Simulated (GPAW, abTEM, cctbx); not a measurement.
## Al with Cu on a Al site: the scripts behind a bonding study

Short scripts, each with its output. The cell is our own: Al with Cu on a Al site, neutral, in a cell of 16 atoms, repeated periodically, so this is a dense ordered array of defects; cell and atoms are relaxed.

### 1. Relax the structure

```text
cell
1.0
     0.000000000    0.000000000    4.040000000
     8.080000000    0.000000000    0.000000000
     0.000000000    8.080000000    0.000000000
Cu Al
1 15
Direct
0.000000000 0.000000000 0.000000000
0.500000000 0.000000000 0.250000000
0.500000000 0.250000000 0.000000000
0.000000000 0.250000000 0.250000000
0.000000000 0.000000000 0.500000000
0.500000000 0.000000000 0.750000000
0.500000000 0.250000000 0.500000000
0.000000000 0.250000000 0.750000000
0.000000000 0.500000000 0.000000000
0.500000000 0.500000000 0.250000000
0.500000000 0.750000000 0.000000000
0.000000000 0.750000000 0.250000000
0.000000000 0.500000000 0.500000000
0.500000000 0.500000000 0.750000000
0.500000000 0.750000000 0.500000000
0.000000000 0.750000000 0.750000000
```

```python
from ase.constraints import FixSymmetry
from ase.filters import FrechetCellFilter
from ase.io import read, write
from ase.optimize import BFGS
from ase.parallel import parprint
from gpaw import GPAW, PW, FermiDirac

atoms = read("start.vasp")
atoms.set_constraint(FixSymmetry(atoms))
atoms.calc = GPAW(mode=PW(570), xc="PBE", kpts={"size": (4, 2, 2), "gamma": True},
                 occupations=FermiDirac(0.1), maxiter=120, symmetry={"tolerance": 1e-5}, txt="relax.txt")
BFGS(FrechetCellFilter(atoms), maxstep=0.15).run(fmax=0.04, steps=60)
parprint("cell  %.4f %.4f %.4f  %.2f %.2f %.2f" % tuple(atoms.cell.cellpar()))
parprint("volume %.3f A^3, largest force %.3f eV/A, largest stress %.2f GPa" % (atoms.get_volume(), abs(atoms.get_forces()).max(), 160.218 * abs(atoms.get_stress()).max()))
atoms.set_constraint()
write("relaxed.vasp", atoms, direct=True)
```

```console
$ OMP_NUM_THREADS=1 mpirun -n 4 gpaw python run.py > gpaw.log
```

```text
      Step        Energy          fmax
BFGS:    0      -59.501361        0.134627
BFGS:    1      -59.502229        0.132158
BFGS:    2      -59.513829        0.100845
BFGS:    3      -59.514909        0.068862
BFGS:    4      -59.515563        0.060513
BFGS:    5      -59.517593        0.053702
BFGS:    6      -59.518624        0.037918
cell  4.0275 8.0395 8.0395  90.00 90.00 90.00
volume 260.310 A^3, largest force 0.026 eV/A, largest stress 0.37 GPa
```

Time: 2.3 min on 4 cores of Arm Neoverse V1 (shared host), peak memory 1.2 GiB.

### 2. Build the all-electron density and subtract free atoms

```text
cell
1.0
     0.000000000    0.000000000    4.027512040
     8.039461620    0.000000000    0.000000000
     0.000000000    8.039461620    0.000000000
Cu Al
1 15
Direct
0.000000000 0.000000000 0.000000000
0.500000000 0.000000000 0.251382840
0.500000000 0.251382840 0.000000000
0.000000000 0.250678640 0.250678640
0.000000000 0.000000000 0.500000000
0.500000000 0.000000000 0.748617160
0.500000000 0.251040570 0.500000000
0.000000000 0.250678640 0.749321360
0.000000000 0.500000000 0.000000000
0.500000000 0.500000000 0.251040570
0.500000000 0.748617160 0.000000000
0.000000000 0.749321360 0.250678640
0.000000000 0.500000000 0.500000000
0.500000000 0.500000000 0.748959430
0.500000000 0.748959430 0.500000000
0.000000000 0.749321360 0.749321360
```

```python
import numpy as np
from ase.io import read
from ase.units import Bohr
from gpaw import GPAW, PW, FermiDirac
from gpaw.calculator import GPAW as OldGPAW
from gpaw.mpi import serial_comm, world
from scipy.special import erfc
from scipy.spatial import cKDTree

atoms = read("cell.vasp")
atoms.calc = GPAW(mode=PW(450), xc="PBE", kpts={"size": (5, 2, 2), "gamma": True},
                 occupations=FermiDirac(0.1), maxiter=120, symmetry={"tolerance": 1e-5}, txt="scf.txt")
atoms.get_potential_energy()
rho = atoms.calc.get_all_electron_density(gridrefinement=2)
moments = atoms.get_magnetic_moments() if atoms.calc.get_number_of_spins() == 2 else np.zeros(len(atoms))
total = atoms.get_magnetic_moment() if moments.any() else 0.0
if world.rank == 0:
    free = OldGPAW(mode=PW(450), xc="PBE", txt=None, communicator=serial_comm)
    neutral = atoms.copy()
    neutral.set_initial_magnetic_moments(None)
    free.initialize(neutral)
    free.set_positions(neutral)
    drho = rho - free.get_all_electron_density(gridrefinement=2)
    # GPAW starts from confined atoms: exchange their smooth part for that of the datasets' free atoms
    h = np.stack(np.meshgrid(*[np.fft.fftfreq(n, 1 / n) for n in drho.shape], indexing="ij"), -1)
    gabs = np.linalg.norm(h @ atoms.cell.reciprocal(), axis=-1)
    tails = np.fft.fftn(free.get_pseudo_density(gridrefinement=2))
    g, form, v0 = np.linspace(0, gabs.max(), 1500), {}, 0
    for e in set(atoms.symbols):
        idx = atoms.symbols.search(e)
        d = free.setups[idx[0]].data
        r, w = d.rgd.r_g * Bohr, d.rgd.r_g**2 * d.rgd.dr_g
        j0 = np.sinc(2 * g[:, None] * r)
        smooth = sum(f * p**2 for f, p in zip(d.f_j, d.phit_jg)) + np.sqrt(4 * np.pi) * d.nct_g
        full = sum(f * p**2 for f, p in zip(d.f_j, d.phi_jg)) + np.sqrt(4 * np.pi) * d.nc_g
        phase = sum(np.exp(-2j * np.pi * h @ s) for s in atoms.get_scaled_positions()[idx])
        tails -= np.interp(gabs, g, j0 @ (smooth * w)) * phase * drho.size / atoms.get_volume()
        form[e] = j0 @ (full * w)
        v0 += 2 * np.pi / 3 * 14.3996 * (full * w * r**2).sum() * len(idx)  # V A^3
    tails *= 0.5 * erfc((gabs - 1.8) / 0.25)  # the tails differ at long wavelengths alone
    drho += np.fft.ifftn(tails).real  # crystal minus superposed spherical free atoms
    np.save("drho.npy", drho)
    dv = atoms.get_volume() / drho.size
    print("grid", drho.shape, " electrons %.3f" % (rho.sum() * dv), " moved by bonding %.3f e" % (abs(drho).sum() * dv / 2))
    pts = np.indices(drho.shape).reshape(3, -1).T / drho.shape @ atoms.cell
    shifts = (np.indices((3, 3, 3)).reshape(3, -1).T - 1) @ atoms.cell
    images = (atoms.positions[None] + shifts[:, None]).reshape(-1, 3)
    dist, idx = cKDTree(images).query(pts, k=4)
    out = drho.ravel()[dist[:, 0] > 0.5]
    print("deformation density beyond 0.5 A of the nuclei: max %.3f, min %.3f e/A^3" % (out.max(), out.min()))
    tie = dist < dist[:, :1] + 1e-4
    q = -np.bincount((idx % len(atoms))[tie], (drho.ravel()[:, None] / tie.sum(1, keepdims=True) * tie)[tie], len(atoms)) * dv
    print("atom        x       y       z   Voronoi charge  moment")
    for a, s, c, m in zip(atoms, atoms.get_scaled_positions(), q, moments):
        print("%-2s%-3d %7.4f %7.4f %7.4f %10.3f %10.2f" % (a.symbol, a.index + 1, *s, c, m))
    np.savez("free.npz", g=g, **form)
    print("mean inner potential of superposed free atoms %.3f V" % (v0 / atoms.get_volume()))
    print("total magnetic moment %.3f muB" % total)
```

```console
$ OMP_NUM_THREADS=1 mpirun -n 4 gpaw python run.py > gpaw.log
```

```text
grid (40, 80, 80)  electrons 224.000  moved by bonding 2.452 e
deformation density beyond 0.5 A of the nuclei: max 0.040, min -0.139 e/A^3
atom        x       y       z   Voronoi charge  moment
Cu1    0.0000  0.0000  0.0000      0.020       0.00
Al2    0.5000  0.0000  0.2514     -0.012       0.00
Al3    0.5000  0.2514  0.0000     -0.012       0.00
Al4    0.0000  0.2507  0.2507      0.000       0.00
Al5    0.0000  0.0000  0.5000     -0.017       0.00
Al6    0.5000  0.0000  0.7486     -0.012       0.00
Al7    0.5000  0.2510  0.5000      0.010       0.00
Al8    0.0000  0.2507  0.7493      0.000       0.00
Al9    0.0000  0.5000  0.0000     -0.017       0.00
Al10   0.5000  0.5000  0.2510      0.010       0.00
Al11   0.5000  0.7486  0.0000     -0.012       0.00
Al12   0.0000  0.7493  0.2507      0.000       0.00
Al13   0.0000  0.5000  0.5000      0.018       0.00
Al14   0.5000  0.5000  0.7490      0.010       0.00
Al15   0.5000  0.7490  0.5000      0.010       0.00
Al16   0.0000  0.7493  0.7493      0.000       0.00
mean inner potential of superposed free atoms 17.191 V
total magnetic moment 0.000 muB
```

Time: 25 s.

### 3. Fourier-transform the difference

```python
from cctbx import adptbx, crystal, miller, xray
from cctbx.eltbx import tiny_pse
import numpy as np

cs = crystal.symmetry(unit_cell=(8.0395, 8.0395, 4.0275, 90, 90, 90), space_group_symbol='Hall: -P 4 2')  # P4/mmm
atoms = [  # label, site, U (iso, or U11 U22 U33 U12 U13 U23 in A^2), occupancy
    ("Cu1", (0, 0, 0), 0.0000, 1),
    ("Al1", (0, 0.25138, 0.5), 0.0000, 1),
    ("Al2", (0.25068, 0.25068, 0), 0.0000, 1),
    ("Al3", (0, 0.5, 0), 0.0000, 1),
    ("Al4", (0.25104, 0.5, 0.5), 0.0000, 1),
    ("Al5", (0.5, 0.5, 0), 0.0000, 1),
]
xs = xray.structure(crystal_symmetry=cs)
for label, site, u, occ in atoms:
    u = adptbx.u_cif_as_u_star(cs.unit_cell(), u) if isinstance(u, tuple) else u
    xs.add_scatterer(xray.scatterer(label, site=site, u=u, occupancy=occ))
xs.scattering_type_registry(table="wk1995")
drho = np.load("drho.npy")
T = np.array([[0, 1, 0], [0, 0, 1], [1, 0, 0]])  # conventional axes in terms of the primitive ones
dF = np.fft.ifftn(drho) * 260.30996  # electrons a conventional cell, indexed by primitive hkl
ms = miller.build_set(cs, anomalous_flag=False, d_min=0.9).sort("resolution")
iam = ms.structure_factors_from_scatterers(xs, algorithm="direct").f_calc()
p1 = xs.expand_to_p1()
z = np.array([tiny_pse.table(sc.scattering_type).atomic_number() for sc in p1.scatterers()])
x = np.array(p1.sites_frac())
free = np.load("free.npz")
print("static structure factors of the conventional cell: F in electrons, V (Mott-Bethe) in volts")
print("   h  k  l      d  |F| table  |F| free   |F| DFT   change   |V| free  |V| DFT  change %")
for h, d, table in list(zip(ms.indices(), ms.d_spacings().data(), iam.data()))[:18]:
    df = dF[tuple(np.rint(np.linalg.solve(T, h)).astype(int))]
    phase = np.exp(2j * np.pi * x @ h)
    f = sum(np.interp(1 / d, free["g"], free[sc.scattering_type]) * p for sc, p in zip(p1.scatterers(), phase))
    fz = (z * phase).sum()
    c = 14.3996 * d * d / (np.pi * cs.unit_cell().volume())
    v0, v1 = abs(fz - f) * c, abs(fz - f - df) * c
    print("%4d%3d%3d %7.4f %9.3f %9.3f %9.3f %8.3f %9.3f %8.3f %8s" % (h + (d, abs(table), abs(f), abs(f + df), abs(f + df) - abs(f), v0, v1, "%.1f" % (100 * (v1 / v0 - 1)) if v0 > 0.02 else "-")))
```

```console
$ python run.py
```

```text
static structure factors of the conventional cell: F in electrons, V (Mott-Bethe) in volts
   h  k  l      d  |F| table  |F| free   |F| DFT   change   |V| free  |V| DFT  change %
   1  0  0  8.0395    15.426    15.405    15.297   -0.108     0.026    0.097    278.6
   1  1  0  5.6848    15.832    15.784    15.647   -0.136     0.060    0.138    128.6
   0  0  1  4.0275    15.644    15.554    15.465   -0.089     0.127    0.153     20.0
   2  0  0  4.0198    15.648    15.558    15.470   -0.088     0.128    0.153     19.4
   1  0  1  3.6009    15.600    15.495    15.391   -0.104     0.155    0.179     15.3
   2  1  0  3.5954    15.324    15.218    15.130   -0.088     0.139    0.159     14.5
   1  1  1  3.2863    15.356    15.237    15.134   -0.103     0.166    0.186     11.7
   2  0  1  2.8451    14.861    14.722    14.663   -0.059     0.182    0.190      4.6
   2  2  0  2.8424    14.867    14.728    14.671   -0.057     0.182    0.190      4.5
   2  1  1  2.6821    15.103    14.956    14.882   -0.075     0.210    0.220      4.5
   3  0  0  2.6798    15.991    15.846    15.817   -0.029     0.254    0.257      1.5
   3  1  0  2.5423    14.526    14.373    14.326   -0.047     0.197    0.203      2.7
   2  2  1  2.3223   156.913   156.782   155.523   -1.259     6.382    6.501      1.9
   3  0  1  2.2311    13.494    13.333    13.246   -0.087     0.188    0.196      4.0
   3  2  0  2.2298    14.196    14.034    13.953   -0.081     0.218    0.225      3.3
   3  1  1  2.1498    13.573    13.411    13.311   -0.101     0.201    0.210      4.1
   0  0  2  2.0137   149.038   148.759   147.175   -1.584     5.372    5.486      2.1
   4  0  0  2.0099   148.909   148.628   146.981   -1.646     5.359    5.476      2.2
```

Time: 0.35 s on 1 core of Arm Neoverse V1 (shared host), peak memory 0.08 GiB.

### 4. Image through focus

```python
import abtem
import numpy as np
from ase.build import make_supercell
from ase.io import read

abtem.config.set({"dask.lazy": False, "fft": "fftw", "diagnostics.progress_bar": False})
M = [[0, 0, -1], [0, 1, 0], [1, 0, 0]]  # rows: x, y and beam direction in the primitive cell's axes
unit = make_supercell(read("cell.vasp"), M)
unit.set_cell(list(unit.cell.lengths()) + [90, 90, 90], scale_atoms=True)
unit.positions[:, 2] += 0.5034  # keeps atomic planes off the slice boundaries
unit.wrap()
slab = unit * (2, 2, 9)
print(slab.get_chemical_formula(), "| box %.2f x %.2f x %.2f A" % tuple(slab.cell.lengths()))

# change of the potential by bonding, from the DFT deformation density (Poisson's equation term by term)
drho = np.load("drho.npy")
prim = read("cell.vasp")
h = np.stack(np.meshgrid(*[np.fft.fftfreq(n, 1 / n) for n in drho.shape], indexing="ij"), -1).reshape(-1, 3).astype(int)
g2 = ((h @ prim.cell.reciprocal()) ** 2).sum(1)
keep = (g2 > 0) & (g2 < 2.5**2)
shape = (101, 101, 24)
vg = np.zeros(shape, complex)
hm = h[keep] @ np.array(M).T
move = np.exp(-2j * np.pi * hm[:, 2] * (0.5034 / unit.cell[2, 2] - 0.5 / shape[2]))  # the same shift, sampled at mid-points
vg[tuple(hm.T % np.array(shape)[:, None])] = -14.3996 / np.pi * (np.fft.fftn(drho).ravel() / drho.size)[keep] / g2[keep] * move
dV = np.fft.ifftn(vg).real * vg.size
dV = dV.reshape(101, 101, 4, 6).mean(3) * unit.cell[2, 2] / 4  # V A, projected in each slice
dV = np.tile(dV.transpose(2, 0, 1), (9, 2, 2))


def build(atoms):
    p = abtem.Potential(atoms, gpts=(202, 202), slice_thickness=[slab.cell[2, 2] / 36] * 36,
                        parametrization="lobato", projection="infinite", exit_planes=12).build()
    p.array[:] += BONDING * dV
    return p


sigmas = {'Cu': 0.083, 'Al': 0.094}  # r.m.s. displacement along each axis, A
u = np.array([sigmas[s] for s in slab.symbols])[:, None]
rng = np.random.default_rng(224)


def potentials():
    for _ in range(2):  # frozen phonons, one configuration at a time
        atoms = slab.copy()
        atoms.positions += u * rng.standard_normal((len(atoms), 3))
        atoms.wrap()
        yield build(atoms)


for label, BONDING in (("IAM", 0.0), ("DFT", 1.0)):
    print("=====", label)
    rng = np.random.default_rng(224)  # the same displacements for both
    potential = build(slab)
    print("grid", potential.gpts, "slices", potential.num_slices)
    thickness = potential.exit_thicknesses
    columns = [  # name, x, y (A)
        ("Cu", 0.000, 0.000),
        ("Al", 6.018, 0.000),
        ("void", 1.005, 1.005),
    ]
    waves = [abtem.PlaneWave(energy=300000).multislice(p) for p in potentials()]
    stack = []
    for defocus in [-150.0, -110.0, -70.0, -30.0, 50.0]:
        ctf = abtem.CTF(energy=300000, Cs=-150000, defocus=defocus, focal_spread=40, semiangle_cutoff=35)
        ims = [w.apply_ctf(ctf).intensity() for w in waves]
        im = sum(ims[1:], ims[0]) / len(ims)
        a = im.array.reshape(len(thickness), 2, -1, 2, im.array.shape[-1] // 2).mean(axis=(1, 3))
        a = a / im.array[0].mean()
        stack.append(a)
        print("defocus %.0f A: intensity at the columns, vacuum = 1" % defocus)
        print("  t (A)     min     max" + "".join("%10s" % c[0][:9] for c in columns))
        for t, b in list(zip(thickness, a))[1:]:
            at = [b[round(x / im.sampling[0]) % b.shape[0], round(y / im.sampling[1]) % b.shape[1]] for _, x, y in columns]
            print("%7.1f %7.3f %7.3f" % (t, b.min(), b.max()) + "".join("%10.3f" % v for v in at))
    print("Scherzer defocus %.0f A, point resolution %.2f A" % (ctf.scherzer_defocus, ctf.point_resolution))
    np.save(label + "_hrtem.npy", np.array(stack))
```

```console
$ python run.py
```

```text
Al540Cu36 | box 16.08 x 16.08 x 36.25 A
===== IAM
grid (202, 202) slices 36
defocus -150 A: intensity at the columns, vacuum = 1
  t (A)     min     max        Cu        Al      void
   12.1   0.634   1.220     1.220     1.186     0.646
   24.2   0.338   1.398     1.389     1.395     0.358
   36.2   0.131   1.631     1.476     1.631     0.151
defocus -110 A: intensity at the columns, vacuum = 1
  t (A)     min     max        Cu        Al      void
   12.1   0.697   1.372     1.372     1.313     0.719
   24.2   0.442   1.726     1.726     1.660     0.486
   36.2   0.243   2.037     2.017     2.037     0.322
defocus -70 A: intensity at the columns, vacuum = 1
  t (A)     min     max        Cu        Al      void
   12.1   0.809   1.651     1.651     1.407     0.907
   24.2   0.604   2.257     2.257     1.843     0.830
   36.2   0.401   2.756     2.756     2.317     0.774
defocus -30 A: intensity at the columns, vacuum = 1
  t (A)     min     max        Cu        Al      void
   12.1   0.908   1.279     1.279     1.187     0.974
   24.2   0.803   1.637     1.637     1.480     0.947
   36.2   0.652   2.039     2.039     1.880     0.923
defocus 50 A: intensity at the columns, vacuum = 1
  t (A)     min     max        Cu        Al      void
   12.1   0.538   1.193     0.538     0.699     1.149
   24.2   0.186   1.343     0.186     0.449     1.312
   36.2   0.010   1.497     0.010     0.267     1.467
Scherzer defocus -67 A, point resolution 0.66 A
===== DFT
grid (202, 202) slices 36
defocus -150 A: intensity at the columns, vacuum = 1
  t (A)     min     max        Cu        Al      void
   12.1   0.630   1.234     1.234     1.193     0.643
   24.2   0.334   1.413     1.413     1.411     0.355
   36.2   0.129   1.656     1.505     1.656     0.149
defocus -110 A: intensity at the columns, vacuum = 1
  t (A)     min     max        Cu        Al      void
   12.1   0.692   1.389     1.389     1.320     0.714
   24.2   0.435   1.760     1.760     1.677     0.480
   36.2   0.235   2.063     2.063     2.062     0.317
defocus -70 A: intensity at the columns, vacuum = 1
  t (A)     min     max        Cu        Al      void
   12.1   0.810   1.667     1.667     1.413     0.902
   24.2   0.604   2.293     2.293     1.857     0.821
   36.2   0.399   2.807     2.807     2.341     0.763
defocus -30 A: intensity at the columns, vacuum = 1
  t (A)     min     max        Cu        Al      void
   12.1   0.908   1.286     1.286     1.190     0.971
   24.2   0.805   1.651     1.651     1.486     0.940
   36.2   0.654   2.056     2.056     1.892     0.913
defocus 50 A: intensity at the columns, vacuum = 1
  t (A)     min     max        Cu        Al      void
   12.1   0.531   1.192     0.531     0.695     1.155
   24.2   0.179   1.352     0.179     0.444     1.326
   36.2   0.009   1.516     0.009     0.263     1.489
Scherzer defocus -67 A, point resolution 0.66 A
```

Time: 6 s.

[Outputs are excerpts: Python notices, other lines and further rows are left out; steps that failed or that the build refused (PBEsol, TPSS) are not shown.]

[Logs are printed without paths, hosts, clocks, repeated set-up lines and the standing remarks that a program may print on its own settings, such as how far it seeks lower states.]
